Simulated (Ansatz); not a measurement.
# F on Pt(100): change of the work function

Wanted: Δφ(θ) for F/Pt(100), starting from the hollow site.

Calculated with Ansatz 0.2.0; plane-wave DFT, PBE, Ansatz PAW.

Most raw output is cut from this account.

**1. Set-up**

The cell holds 4 atoms: 4 Pt. Its edges and angles: a = 2.772 Å, b = 2.772 Å, c = 23.880 Å, α = 90.0°, β = 90.0°, γ = 90.0°. Vacuum lies along c.

**2. The clean slab**

The bare slab comes first, as the zero from which every change is counted. The two lowest layers are held at bulk places and the upper ones relax. The dipole correction removes the false field that a one-sided slab makes across the periodic vacuum, so each face gets a flat vacuum level of its own.

Contents of input.yaml:

```yaml
crystal:
  lattice:
    - [2.7718585823, 0.0, 0.0]
    - [0.0, 2.7718585823, 0.0]
    - [0.0, 0.0, 23.88]
  atoms:
    - { symbol: Pt, position: [0.5, 0.5, 0.3768844221] }
    - { symbol: Pt, position: [0.0, 0.0, 0.458961474] }
    - { symbol: Pt, position: [0.5, 0.5, 0.541038526] }
    - { symbol: Pt, position: [0.0, 0.0, 0.6231155779] }
kpoints:
  mp_grid: { grid: [12, 12, 1] }
hamiltonian:
  xc: pbe
scf:
  occupations: { method: fermi_dirac, width: 0.1 }
  convergence: { dr2_threshold: 1.0e-08 }
efield:
  axis: 3
  dipole_correction: true
  ramp_position: 0.97
  ramp_width: 0.06
relax:
  f_tol: 0.02
  max_steps: 60
  constraints: [{ sites: [0, 1] }]
output:
  write_potential: true
  write_density: true
  volumetric_format: npy
```

Run with:

```bash
ansatz run input.yaml --threads 4 --pin off --max-ram 16384MiB --backend cpu --events-out ev --progress --plain --runs-dir out
```

The job ended after 23 s (4 threads of Arm Neoverse V1, shared host; peak memory 0.54 GiB).

The steps of the relaxation:

```
step  energy less that of the first step (eV)  largest force component (eV/Å)
   1                                   0.0000                          0.2113
   2                                   0.0000                          0.1645
   3                                  -0.0077                          0.0265
   4                                  -0.0078                          0.0008
```

The run keeps the 8 symmetry operations that it works with, so distortions that break them were not tested.

The atoms that moved most (Å):

```
atom     dx     dy     dz  length
 Pt4  0.000  0.000  0.058   0.058
 Pt3  0.000  0.000  0.045   0.045
```

The relaxed structure:

```xyz
4
Lattice="2.7719 0.0000 0.0000 0.0000 2.7719 0.0000 0.0000 0.0000 23.8800" Properties=species:S:1:pos:R:3
Pt    1.3859    1.3859    9.0000
Pt    0.0000    0.0000   10.9600
Pt    1.3859    1.3859   12.9651
Pt    0.0000    0.0000   14.9385
```

Numbers from this step:

| Property | Result |
| --- | --- |
| energy at zero smearing | -50090.3311 eV |
| work function, upper face | 5.655 eV |
| dipole along the normal | -1.31e-4 e·Å |

Running mean over 1.96 Å of the planar mean; the ramp of the sawtooth is left out. Table of electron's electrostatic potential energy less the Fermi level by z:

```
z (Å)  electron's electrostatic potential energy less the Fermi level (eV)
  3.0                                                                 5.65
  3.5                                                                 5.65
  4.0                                                                 5.65
  4.5                                                                 5.65
  5.0                                                                 5.65
  5.5                                                                 5.64
  6.0                                                                 5.61
  6.5                                                                 5.48
  7.0                                                                 4.96
  7.5                                                                 2.59
  8.0                                                                -3.03
  8.5                                                                -8.79
  9.0                                                                -11.3
  9.5                                                                -11.8
 10.0                                                                -12.0
 10.5                                                                -12.1
 11.0                                                                -12.1
 11.5                                                                -11.9
 12.0                                                                -11.7
 12.5                                                                -11.9
 13.0                                                                -12.1
 13.5                                                                -12.0
 14.0                                                                -11.8
 14.5                                                                -11.7
 15.0                                                                -11.1
 15.5                                                                -8.20
 16.0                                                                -2.23
 16.5                                                                 3.06
 17.0                                                                 5.07
 17.5                                                                 5.51
 18.0                                                                 5.62
 18.5                                                                 5.65
 19.0                                                                 5.65
 19.5                                                                 5.65
 20.0                                                                 5.66
 20.5                                                                 5.66
```

The relaxation took 4 steps and lowered the energy by 0.0078 eV; the largest force on the free atoms ends at 8.2e-4 eV/Å.

The work function of the upper face is 5.66 eV.

**3. The covered slab, k-mesh 4×4×1, coverage 0.111 ML**

System of this step: Pt36F (F/Pt(100)). The cell holds 37 atoms: 36 Pt and 1 F. Its edges and angles: a = 8.316 Å, b = 8.316 Å, c = 24.538 Å, α = 90.0°, β = 90.0°, γ = 90.0°. Vacuum lies along c.

The clean slab as it ended is repeated in the plane and the adsorbate is set on one face; the cell's size fixes the coverage, and the k-mesh shrinks with it to keep the sampling density about even. Adsorbate and upper layers relax, since the dipole depends on the height.

Contents of input.yaml:

```yaml
crystal:
  lattice:
    - [8.3155757469, 0.0, 0.0]
    - [0.0, 8.3155757469, 0.0]
    - [0.0, 0.0, 24.5384938827]
  atoms:
    - { symbol: Pt, position: [0.1666666667, 0.1666666667, 0.3667706764] }
    - { symbol: Pt, position: [0.0, 0.0, 0.4466451793] }
    - { symbol: Pt, position: [0.1666666667, 0.1666666667, 0.5283559097] }
    - { symbol: Pt, position: [0.0, 0.0, 0.6087779451] }
    - { symbol: Pt, position: [0.1666666667, 0.5, 0.3667706764] }
    - { symbol: Pt, position: [0.0, 0.3333333333, 0.4466451793] }
    - { symbol: Pt, position: [0.1666666667, 0.5, 0.5283559097] }
    - { symbol: Pt, position: [0.0, 0.3333333333, 0.6087779451] }
[... 25 atom lines left out ...]
    - { symbol: Pt, position: [0.6666666667, 0.6666666667, 0.4466451793] }
    - { symbol: Pt, position: [0.8333333333, 0.8333333333, 0.5283559097] }
    - { symbol: Pt, position: [0.6666666667, 0.6666666667, 0.6087779451] }
    - { symbol: F, position: [0.1666666667, 0.1666666667, 0.6332293236] }
kpoints:
  mp_grid: { grid: [4, 4, 1] }
hamiltonian:
  xc: pbe
scf:
  occupations: { method: fermi_dirac, width: 0.1 }
  convergence: { dr2_threshold: 1.0e-08 }
efield:
  axis: 3
  dipole_correction: true
  ramp_position: 0.97
  ramp_width: 0.06
relax:
  f_tol: 0.02
  max_steps: 60
  constraints:
    - { sites: [0, 1, 4, 5, 8, 9, 12, 13, 16, 17, 20, 21, 24, 25, 28, 29, 32, 33] }
output:
  write_potential: true
  write_density: true
  volumetric_format: npy
```

Run time: 19 min. Hardware: 4 threads; peak memory 11 GiB.

This run has no spin polarisation although its electron count is odd.

Step by step:

```
step  energy less that of the first step (eV)  largest force component (eV/Å)
   1                                   0.0000                          5.9496
   2                                  -1.8586                          3.1547
   3                                  -2.4737                          1.7710
   4                                  -2.7473                          0.8171
   5                                  -2.8547                          0.1775
   6                                  -2.8628                          0.0192
```

The run keeps the 8 symmetry operations that it works with, so distortions that break them were not tested.

The atoms that moved most (Å):

```
atom      dx      dy      dz  length
 F37   0.000   0.000   0.846   0.846
Pt20   0.053   0.053  -0.010   0.075
Pt16   0.053  -0.053  -0.010   0.075
 Pt8  -0.053   0.053  -0.010   0.075
 Pt4  -0.053  -0.053  -0.010   0.075
 Pt3   0.000   0.000   0.019   0.019
Pt32   0.000  -0.009   0.010   0.014
Pt24  -0.009   0.000   0.010   0.014
```

The relaxed structure:

```cif
data_structure
_symmetry_space_group_name_H-M 'P 1'
_symmetry_Int_Tables_number 1
_cell_length_a 8.3156
_cell_length_b 8.3156
_cell_length_c 24.5385
_cell_angle_alpha 90.000
_cell_angle_beta 90.000
_cell_angle_gamma 90.000
_cell_volume 1696.81
loop_
_atom_site_label
_atom_site_type_symbol
_atom_site_fract_x
_atom_site_fract_y
_atom_site_fract_z
_atom_site_occupancy
Pt1 Pt 0.16667 0.16667 0.36677 1
Pt2 Pt 0.00000 0.00000 0.44665 1
Pt3 Pt 0.16667 0.16667 0.52911 1
Pt4 Pt 0.99368 0.99368 0.60836 1
Pt5 Pt 0.16667 0.50000 0.36677 1
Pt6 Pt 0.00000 0.33333 0.44665 1
Pt7 Pt 0.16667 0.50028 0.52786 1
Pt8 Pt 0.99368 0.33966 0.60836 1
Pt9 Pt 0.16667 0.83333 0.36677 1
Pt10 Pt 0.00000 0.66667 0.44665 1
Pt11 Pt 0.16667 0.83306 0.52786 1
Pt12 Pt 0.00107 0.66667 0.60919 1
Pt13 Pt 0.50000 0.16667 0.36677 1
Pt14 Pt 0.33333 0.00000 0.44665 1
Pt15 Pt 0.50028 0.16667 0.52786 1
Pt16 Pt 0.33966 0.99368 0.60836 1
Pt17 Pt 0.50000 0.50000 0.36677 1
Pt18 Pt 0.33333 0.33333 0.44665 1
Pt19 Pt 0.49977 0.49977 0.52867 1
Pt20 Pt 0.33966 0.33966 0.60836 1
Pt21 Pt 0.50000 0.83333 0.36677 1
Pt22 Pt 0.33333 0.66667 0.44665 1
Pt23 Pt 0.49977 0.83356 0.52867 1
Pt24 Pt 0.33226 0.66667 0.60919 1
Pt25 Pt 0.83333 0.16667 0.36677 1
Pt26 Pt 0.66667 0.00000 0.44665 1
Pt27 Pt 0.83306 0.16667 0.52786 1
Pt28 Pt 0.66667 0.00107 0.60919 1
Pt29 Pt 0.83333 0.50000 0.36677 1
Pt30 Pt 0.66667 0.33333 0.44665 1
Pt31 Pt 0.83356 0.49977 0.52867 1
Pt32 Pt 0.66667 0.33226 0.60919 1
Pt33 Pt 0.83333 0.83333 0.36677 1
Pt34 Pt 0.66667 0.66667 0.44665 1
Pt35 Pt 0.83356 0.83356 0.52867 1
Pt36 Pt 0.66667 0.66667 0.60910 1
F37 F 0.16667 0.16667 0.66769 1
```

This step gave:

| Quantity | Value |
| --- | --- |
| energy at zero smearing | -451620.1499 eV |
| work function, upper face | 5.940 eV |
| work function, lower face | 5.659 eV |
| dipole along the normal | -0.1073 e·Å |
| step between the vacuum levels | 0.2807 eV |

Running mean over 1.96 Å of the planar mean; the ramp of the sawtooth is left out. The electron's electrostatic potential energy less the Fermi level by z:

```
z (Å)  electron's electrostatic potential energy less the Fermi level (eV)
  3.0                                                                 5.66
  3.5                                                                 5.66
  4.0                                                                 5.66
  4.5                                                                 5.66
  5.0                                                                 5.66
  5.5                                                                 5.65
  6.0                                                                 5.62
  6.5                                                                 5.49
  7.0                                                                 4.96
  7.5                                                                 2.62
  8.0                                                                -3.02
  8.5                                                                -8.76
  9.0                                                                -11.3
  9.5                                                                -11.8
 10.0                                                                -12.0
 10.5                                                                -12.1
 11.0                                                                -12.1
 11.5                                                                -11.9
 12.0                                                                -11.7
 12.5                                                                -11.9
 13.0                                                                -12.1
 13.5                                                                -12.0
 14.0                                                                -11.8
 14.5                                                                -11.7
 15.0                                                                -11.2
 15.5                                                                -8.49
 16.0                                                                -2.63
 16.5                                                                 2.77
 17.0                                                                 4.89
 17.5                                                                 5.60
 18.0                                                                 5.88
 18.5                                                                 5.93
 19.0                                                                 5.94
 19.5                                                                 5.94
 20.0                                                                 5.94
 20.5                                                                 5.94
 21.0                                                                 5.94
 21.5                                                                 5.94
```

The relaxation took 6 steps and lowered the energy by 2.9 eV; the largest force on the free atoms ends at 0.019 eV/Å.

The covered face has 5.94 eV, +0.28 eV against the clean one; the bare back face has moved by +0.01 eV, a measure of how thin the slab is.

(Continued in part 2 of 2.)

[Logs are printed without paths, hosts, clocks, repeated set-up lines and the standing remarks that a program may print on its own settings, such as how far it seeks lower states.]

[Hosts, paths, dates, database ids (printed as entryN), source tags and the programs' standing remarks are cut or masked in the printed files.]

[Maps of the electrostatic potential energy from Ansatz leave out the sawtooth potential of an applied field or a dipole correction, so their vacuum need not be flat; planar profiles and work functions include it.]
